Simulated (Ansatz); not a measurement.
# Decaying states in the gap of MgSnBr6, part 2 of 3

Wanted: the relaxed cell of MgSnBr6, its band edges and its decay constants. It is built by putting Br for F in the MgSnF6 structure of space group R-3, with the volume rescaled by atomic radii. The parent structure comes from the Materials Project.

Ansatz 0.2.0; r2SCAN DFT, plane waves, PAW files (the session's first sound run).

So far. Step 2 (Cell and atoms at rest): The largest force component on a free atom ends at 0.0024 eV/Å.

The structure was built from a prototype and need not be the compound's stable phase.

## Step 3: Band edges

The energy window and the wavevectors of the next steps follow from the band edges, so these are searched first, off the mesh as well.

File input.yaml:

```yaml
crystal:
  lattice:
    - [3.3237005154, 1.9189393873, 6.0315978643]
    - [-3.3237005154, 1.9189393873, 6.0315978643]
    - [0.0, -3.8378787746, 6.0315978643]
  atoms:
    - { symbol: Mg, position: [0.5, 0.5, 0.5] }
    - { symbol: Sn, position: [0.0, 0.0, 0.0] }
    - { symbol: Br, position: [0.5905512937, 0.9163863628, 0.2435793087] }
    - { symbol: Br, position: [0.9163863628, 0.2435793087, 0.5905512937] }
    - { symbol: Br, position: [0.7564206913, 0.4094487063, 0.0836136372] }
    - { symbol: Br, position: [0.0836136372, 0.7564206913, 0.4094487063] }
    - { symbol: Br, position: [0.4094487063, 0.0836136372, 0.7564206913] }
    - { symbol: Br, position: [0.2435793087, 0.5905512937, 0.9163863628] }
kpoints:
  mp_grid: { grid: [4, 4, 4] }
  band_path: { path: [VBM, CBM], npoints: 30 }
scf:
  occupations: { method: fixed }
hamiltonian:
  xc: r2scan
output:
  eigenvalues: true
  write_potential: true
  write_density: true
  volumetric_format: npy
  elf: true
```

The run is started by

```console
> ansatz run input.yaml --threads 2 --pin off --max-ram 4096MiB --backend cpu --events-out ev --progress --plain --runs-dir out
```

Numbers of over 12 decimals in the logs are rounded to 6 here.

What it wrote:

```text
[...]
Crystal: 8 atoms, lattice volume = 230.816 Å³
Basis set: ecut = 500 eV, 5829 PW (Γ), exchange–correlation on 216×216×216 points (64 copies of the dense FFT grid, shifted against one another)
Bands: 41, of which v1, the nominal top of the filled ones, is band 33 counted from 1 (32 counted from 0)
Symmetry: 6 space group operations
[...]
k-points: 14 of 64
[...]
SCF iter   1: F=—  HF=-24730.342989 eV  |F-HF|=—  |Δ(HF+E_count)|=         —  Δρ=4.84e-3  dr2=7.07e-2  dr2_τ=2.59e-2  ethr=1.77e-3  ⟨swp⟩=5.2  Hψ=2178  notcnv=0  defer=76
[...]
SCF iter   6: F=-24730.376614 eV  HF=-24730.376614 eV  |F-HF|=5.34e-8  |Δ(HF+E_count)|=   2.80e-7  Δρ=6.30e-6  dr2=9.82e-8  dr2_τ=3.30e-9  ethr=1.52e-10  ⟨swp⟩=16.2  Hψ=3804  notcnv=0
SCF 1 converged in 6 iterations: F = -24730.376614 eV  dr2 = 9.82e-8
[...]
NSCF: frozen V_eff on 40 k-points
[...]
SCF converged after 6 iterations
Free energy (F): -24730.376614 eV
[...]
Internal energy: -24730.376614 eV  (E = F + TS)
E sigma→0 (E₀):  -24730.376614 eV
Fermi energy:    2.821109 eV
[...]
--- Band table (eV; the first three rows and the last of 14) ---
  k-point 0: bands = [... 29 lower, 2.4781, 2.6628, 2.6628, 2.8211, 4.4499, 8.2967, 8.3307, 8.3307, ... 4 higher]
  k-point 1: bands = [... 29 lower, 2.1953, 2.5315, 2.6452, 2.7328, 4.7412, 7.8817, 8.4805, 8.7773, ... 4 higher]
  k-point 2: bands = [... 29 lower, 2.1441, 2.2636, 2.5831, 2.6332, 4.7454, 7.5145, 8.7456, 9.1066, ... 4 higher]
  k-point 13: bands = [... 29 lower, 2.4299, 2.4299, 2.5407, 2.5407, 4.8724, 7.8552, 9.1233, 9.1233, ... 4 higher]
```

Wall time 14 s (2 threads of Intel Xeon 6975P-C (Granite Rapids), shared host); peak memory 1.1 GiB.

Reading the cycles: dr2 is the Hartree energy of the density residual (eV), the measure of convergence; HF is the Harris–Foulkes estimate of the energy, which meets the free energy F at convergence.

Numbers from this step:

```yaml
fermi_energy: 2.821 eV
gap_on_the_k_mesh: 1.629 eV
gap_on_path: 1.629 eV, by band count; negative where bands overlap
direct_gap_on_path: 1.629 eV
edge_places_on_path: 0, 0 1/A along the path
```

Levels at VBM (eV): -7.09, -3.97, -3.97, -3.44, -2.63, -2.32, -2.32, -2.17, -2.08, -1.40, -1.40, -0.77, -0.77, -0.34, -0.34, -0.16, -0.16, 0.00, 1.63, 5.48, 5.51, 5.51, 6.71, 7.96.

Electrostatic potential energy in the ac plane of the conventional cell at fractional y = 0.000, with atoms of Mg and Sn and Br within 0.2 Å of it. With pseudopotentials it is smooth inside the atoms' cores, unlike the true potential.

Ten even steps from '_' (-64 eV) to '@' (10 eV), each cell a mean:
```
%%####%%@@@@@@@@@@@@@@%%##%%%%####%%
%%%%@@@@@@@@@@@@@@%%==____..**%%%%%%
@@@@@@@@@@@@@@@@@@%%++::..--##@@@@@@
@@@@@@@@@@@@@@@@@@@@@@@@@@@@@@@@@@@@
@@@@@@@@@@%%##%%@@@@@@@@@@@@@@@@@@@@
@@@@@@%%==____..**@@@@@@@@@@@@@@@@@@
@@@@@@@@++....--##@@@@@@@@@@@@@@@@@@
@@@@@@@@@@@@%%@@@@@@@@@@@@@@@@@@@@@@
@@@@@@@@@@@@@@@@@@@@%%%%##%%@@@@@@@@
@@@@@@@@@@@@@@@@@@%%--____::##@@@@@@
%%%%@@@@@@@@@@@@@@%%++....--##@@%%%%
..==##@@@@@@@@@@@@@@@@@@@@@@@@%%**..
::++%%%%%%%%##%%@@@@@@@@@@@@@@%%##--
%%@@@@%%==____..**@@@@@@@@@@@@@@@@%%
@@@@@@@@++....--##@@@@@@@@@@@@@@@@@@
@@@@@@@@@@@@%%@@@@@@@@@@@@@@@@@@@@@@
@@@@@@@@@@@@@@@@@@@@@@%%##%%@@@@@@@@
@@@@@@@@@@@@@@@@@@%%--____::##@@@@@@
@@@@@@@@@@@@@@@@@@%%++....--%%@@@@@@
@@@@@@@@@@@@@@@@@@@@@@@@@@@@@@@@@@@@
@@@@@@@@@@%%%%%%@@@@@@@@@@@@@@@@@@@@
@@@@@@%%--____::##@@@@@@@@@@@@@@@@@@
####%%%%==....--%%@@@@@@@@@@@@@@%%##
@@%%**%%@@%%@@@@@@@@@@@@@@@@@@####@@
```
Columns run along a (6.6 Å; values clipped at the 3rd and 97th percentile), rows up along c (18.1 Å), edges of the conventional cell, whose origin can differ from the input's. Atoms in or near the plane, at fractional coordinates: Mg at (0.00, 0.50), Sn at (0.00, 0.00), Br at (0.34, 0.42), Br at (0.33, 0.08), Br at (0.67, 0.25), Br at (0.67, 0.92), Br at (0.66, 0.58), Br at (0.33, 0.75).

ELF in the ac plane of the conventional cell at fractional y = 0.000, with atoms of Mg and Sn and Br within 0.2 Å of it. It is the smooth field of the valence electrons, not physical close to the nuclei.

Ten even steps from '0' (0.00) to '9' (0.89), each cell a mean:
```
012110001588876321
111000005994259732
000000003785479730
000001211247876310
002578887410000000
016994269830000000
016996469730000000
001467764211110000
000000001468887410
000000015883279840
000000016995479730
330011111367775223
321588887300000013
016983269830000000
016996468620000000
002467763111110000
000000001578887410
000000016873279840
000000016985489830
000012111467764200
003689874100000000
026983268620000000
225884489720000122
012457774101111220
```
Columns run along a (6.6 Å), rows up along c (18.1 Å), edges of the conventional cell, whose origin can differ from the input's. Atoms in or near the plane, at fractional coordinates: Mg at (0.00, 0.50), Sn at (0.00, 0.00), Br at (0.34, 0.42), Br at (0.33, 0.08), Br at (0.67, 0.25), Br at (0.67, 0.92), Br at (0.66, 0.58), Br at (0.33, 0.75).

Valence density in the ac plane of the conventional cell at fractional y = 0.000, with atoms of Mg and Sn and Br within 0.2 Å of it. It is the smooth field of the valence electrons, not physical close to the nuclei.

Ten steps, logarithmic in the rise over the least value, from '_' (0 e/Å³) to '@' (14 e/Å³), each cell a mean:
```
%%**--..__________..::------::--++##
::....__________..::====--====::::::
________________..::========--::..__
____________________..::::::..______
______..::------::..________________
____..--====--====::________________
____..::========--::________________
________..::::::....________________
__________________..::----::..______
________________..--==----==--::____
..______________..--========--::....
@@##..____________....::::::....==@@
%%++....::----::::______________--##
____..--====--====::________________
____..::========--::________________
________..::::::..__________________
__________________..::----::..______
________________..--==----==--::____
________________..--========--..____
__________________..::::::::..______
______..::----::..__________________
____..--==----==--..________________
--::::--========--..__________..::--
@@##==::::::::::..__________..::++%%
```
Columns run along a (6.6 Å), rows up along c (18.1 Å), edges of the conventional cell, whose origin can differ from the input's. Atoms in or near the plane, at fractional coordinates: Mg at (0.00, 0.50), Sn at (0.00, 0.00), Br at (0.34, 0.42), Br at (0.33, 0.08), Br at (0.67, 0.25), Br at (0.67, 0.92), Br at (0.66, 0.58), Br at (0.33, 0.75).

The searched edges give 1.63 eV, as on the mesh.

## Step 4: Complex bands, plane (101), k-mesh 4×4×4

This step: r2SCAN DFT, plane waves, PAW files; complex bands by layer matching along the plane's normal (Ansatz 0.2.0).

The same crystal is laid in a cell whose first two vectors span the (101) plane (indices of the standard conventional cell, whose axes can be ordered otherwise than in the bulk input). At fixed energy and wavevector in the plane the solver finds all kz, real and complex. A few wavevectors are listed, (0, 0) and (0.5, 0) in units of the plane's reciprocal vectors; the slowest state needn't be among them.

File input.yaml:

```yaml
crystal:
  lattice:
    - [7.149089892, 0.0, 0.0]
    - [3.090459145, 5.885320955, 0.0]
    - [3.090459145, 2.131240183, 5.485874408]
  atoms:
    - { symbol: Mg, position: [0.5, 0.5, 0.5] }
    - { symbol: Sn, position: [0.0, 0.0, 0.0] }
    - { symbol: Br, position: [0.7505169652, 0.0836136372, 0.7564206913] }
    - { symbol: Br, position: [0.7505169652, 0.7564206913, 0.4094487063] }
    - { symbol: Br, position: [0.2494830348, 0.5905512937, 0.9163863628] }
    - { symbol: Br, position: [0.2494830348, 0.2435793087, 0.5905512937] }
    - { symbol: Br, position: [0.2494830348, 0.9163863628, 0.2435793087] }
    - { symbol: Br, position: [0.7505169652, 0.4094487063, 0.0836136372] }
kpoints:
  mp_grid: { grid: [4, 4, 4] }
scf:
  occupations: { method: fixed }
hamiltonian:
  xc: r2scan
output:
  eigenvalues: true
  transmission:
    leads: [[0, 0]]
    kpoints: [[0.0, 0.0], [0.5, 0.0]]
    e_range: [-1.0, 2.63]
    de: 0.07
```

What it wrote:

```text
[...]
Crystal: 8 atoms, lattice volume = 230.816 Å³
Basis set: ecut = 500 eV, 5829 PW (Γ), exchange–correlation on 216×200×200 points (64 copies of the dense FFT grid, shifted against one another)
Bands: 41, of which v1, the nominal top of the filled ones, is band 33 counted from 1 (32 counted from 0)
Symmetry: 6 space group operations
[...]
k-points: 14 of 64
[...]
SCF iter   1: F=—  HF=-24730.344142 eV  |F-HF|=—  |Δ(HF+E_count)|=         —  Δρ=4.84e-3  dr2=6.96e-2  dr2_τ=2.59e-2  ethr=1.77e-3  ⟨swp⟩=5.4  Hψ=2219  notcnv=0  defer=74
[...]
SCF iter   7: F=-24730.376614 eV  HF=-24730.376614 eV  |F-HF|=3.17e-9  |Δ(HF+E_count)|=   7.41e-8  Δρ=1.33e-6  dr2=4.57e-9  dr2_τ=3.38e-10  ethr=1.52e-10  ⟨swp⟩=16.4  Hψ=2894  notcnv=0
SCF 1 converged in 7 iterations: F = -24730.376614 eV  dr2 = 4.57e-9
[...]
transmission: 12 of 24 steps passed
transmission: 24 of 24 steps passed
SCF converged after 7 iterations
Free energy (F): -24730.376614 eV
[...]
Internal energy: -24730.376614 eV  (E = F + TS)
E sigma→0 (E₀):  -24730.376614 eV
Fermi energy:    2.821078 eV
[...]
--- Band table (eV; the first three rows and the last of 14) ---
  k-point 0: bands = [... 29 lower, 2.4781, 2.6628, 2.6628, 2.8211, 4.4499, 8.2966, 8.3306, 8.3306, ... 4 higher]
  k-point 1: bands = [... 29 lower, 2.1952, 2.5315, 2.6452, 2.7328, 4.7411, 7.8816, 8.4805, 8.7772, ... 4 higher]
  k-point 2: bands = [... 29 lower, 2.1441, 2.2636, 2.5831, 2.6332, 4.7453, 7.5145, 8.7456, 9.1065, ... 4 higher]
  k-point 13: bands = [... 29 lower, 2.4299, 2.4299, 2.5406, 2.5406, 4.8724, 7.8552, 9.1232, 9.1232, ... 4 higher]
--- Transmission ---
  basis      : 443 plane waves across, 12 finite elements along
  points     : 2, as listed
  energies   : 52 from -1.000000 to 2.570000 eV about the Fermi level, 0.070000 eV apart; the leads are filled to 0.814402 eV, and channels, transmission and decay are at 0.820000 eV
  crystal 0  : Br6Sn1Mg1, at the sites [0, 0], period 5.4859 Å: whole cells are its period
    offset         : up to 0.0000 Å between an atom of the period and one for which it stands
    channels       : 0.000000e0 a spin
    conductance    : none, the energies end too early or step too widely for 300 K: set another output.transmission.e_range or a lower de, or, where they end at an eighth of basis.ecutwfc, a higher one
    slowest decay  : 0.2023 /Å at (0.0000, 0.0000)
```

Run time: 2.3 min. Hardware: 2 threads; peak memory 2.4 GiB.

This step gave:

```
level to which the leads are filled                       : 0.8144 eV from the Fermi level
decay constant at the filling level, zone centre          : 0.2023 Å⁻¹
decay constant at the filling level, slowest listed point : 0.2023 Å⁻¹
```

K parallel (0, 0); values up to 1.5 1/Å, a degenerate pair printed once or twice; energies at which all values exceed this have no row. The Im kz of the slowest decaying states by energy, zero at the highest filled level on the SCF mesh:

| energy (eV) | decay 1 (Å⁻¹) | decay 2 (Å⁻¹) | decay 3 (Å⁻¹) | decay 4 (Å⁻¹) |
| --- | --- | --- | --- | --- |
| -1.00 | 0.0400 | 0.0576 | 0.102 | 0.187 |
| -0.79 | 0.0222 | 0.0730 | 0.146 | 0.226 |
| -0.65 | 0.0359 | 0.178 | 0.233 | 0.447 |
| -0.44 | 0.252 | 0.304 | 0.357 | 0.408 |
| -0.30 | 0.0743 | 0.0953 | 0.204 | 0.261 |
| -0.09 | 0.115 | 0.193 | 0.300 | 0.382 |
| -0.02 | 0.180 | 0.268 | 0.331 | 0.392 |
| 0.05 | 0.118 | 0.315 | 0.322 | 0.354 |
| 0.26 | 0.174 | 0.312 | 0.397 | 0.420 |
| 0.40 | 0.189 | 0.321 | 0.389 | 0.408 |
| 0.61 | 0.201 | 0.336 | 0.379 | 0.418 |
| 0.82 | 0.202 | 0.349 | 0.369 | 0.425 |
| 0.96 | 0.198 | 0.356 | 0.360 | 0.428 |
| 1.17 | 0.183 | 0.343 | 0.365 | 0.432 |
| 1.31 | 0.165 | 0.328 | 0.370 | 0.433 |
| 1.52 | 0.109 | 0.297 | 0.376 | 0.435 |
| 1.66 | 0.265 | 0.379 | 0.435 | 0.561 |
| 1.87 | 0.158 | 0.382 | 0.434 | 0.570 |
| 2.01 | 0.135 | 0.383 | 0.432 | 0.577 |
| 2.22 | 0.230 | 0.383 | 0.429 | 0.590 |
| 2.36 | 0.262 | 0.383 | 0.426 | 0.602 |
| 2.57 | 0.296 | 0.381 | 0.420 | 0.630 |

K parallel (0.5, 0); values up to 1.5 1/Å, a degenerate pair printed once or twice; energies at which all values exceed this have no row. Im kz of the slowest decaying states against energy, zero at the highest filled level on the SCF mesh:

| energy (eV) | decay 1 (Å⁻¹) | decay 2 (Å⁻¹) | decay 3 (Å⁻¹) | decay 4 (Å⁻¹) |
| --- | --- | --- | --- | --- |
| -1.000 | 0.0589 | 0.110 | 0.171 | 0.375 |
| -0.790 | 0.00516 | 0.0357 | 0.0641 | 0.134 |
| -0.580 | 0.133 | 0.147 | 0.154 | 0.286 |
| -0.370 | 0.0542 | 0.0649 | 0.0905 | 0.146 |
| -0.230 | 0.0743 | 0.105 | 0.182 | 0.204 |
| -0.020 | 0.206 | 0.210 | 0.243 | 0.294 |
| 0.190 | 0.256 | 0.261 | 0.285 | 0.351 |
| 0.400 | 0.289 | 0.295 | 0.314 | 0.372 |
| 0.610 | 0.313 | 0.320 | 0.335 | 0.376 |
| 0.820 | 0.331 | 0.342 | 0.349 | 0.373 |
| 1.030 | 0.347 | 0.356 | 0.363 | 0.477 |
| 1.170 | 0.356 | 0.365 | 0.491 | 0.608 |
| 1.380 | 0.360 | 0.364 | 0.509 | 0.611 |
| 1.590 | 0.357 | 0.357 | 0.526 | 0.610 |
| 1.800 | 0.320 | 0.338 | 0.366 | 0.545 |
| 2.010 | 0.179 | 0.192 | 0.356 | 0.370 |
| 2.220 | 0.301 | 0.363 | 0.371 | 0.584 |
| 2.430 | 0.365 | 0.370 | 0.386 | 0.538 |

At the listed wavevectors the last open channel is at -0.02 eV and the next at +1.66 eV on the grid. At +0.82 eV, the grid energy nearest the filling level (the middle of the gap on the SCF mesh), the slowest state at the listed wavevectors decays with κ = 0.202 Å⁻¹, its amplitude falling by e over 4.9 Å. Through 1 nm of this crystal that state's transmission falls by exp(−2 × 0.202 Å⁻¹ × 10 Å) = 0.017.

[end of part 2 of 3]

[Logs are printed without paths, hosts, clocks, repeated set-up lines and the standing remarks that a program may print on its own settings, such as how far it seeks lower states.]

[Hosts, paths, dates, database ids (printed as entryN), source tags and the programs' standing remarks are cut or masked in the printed files.]
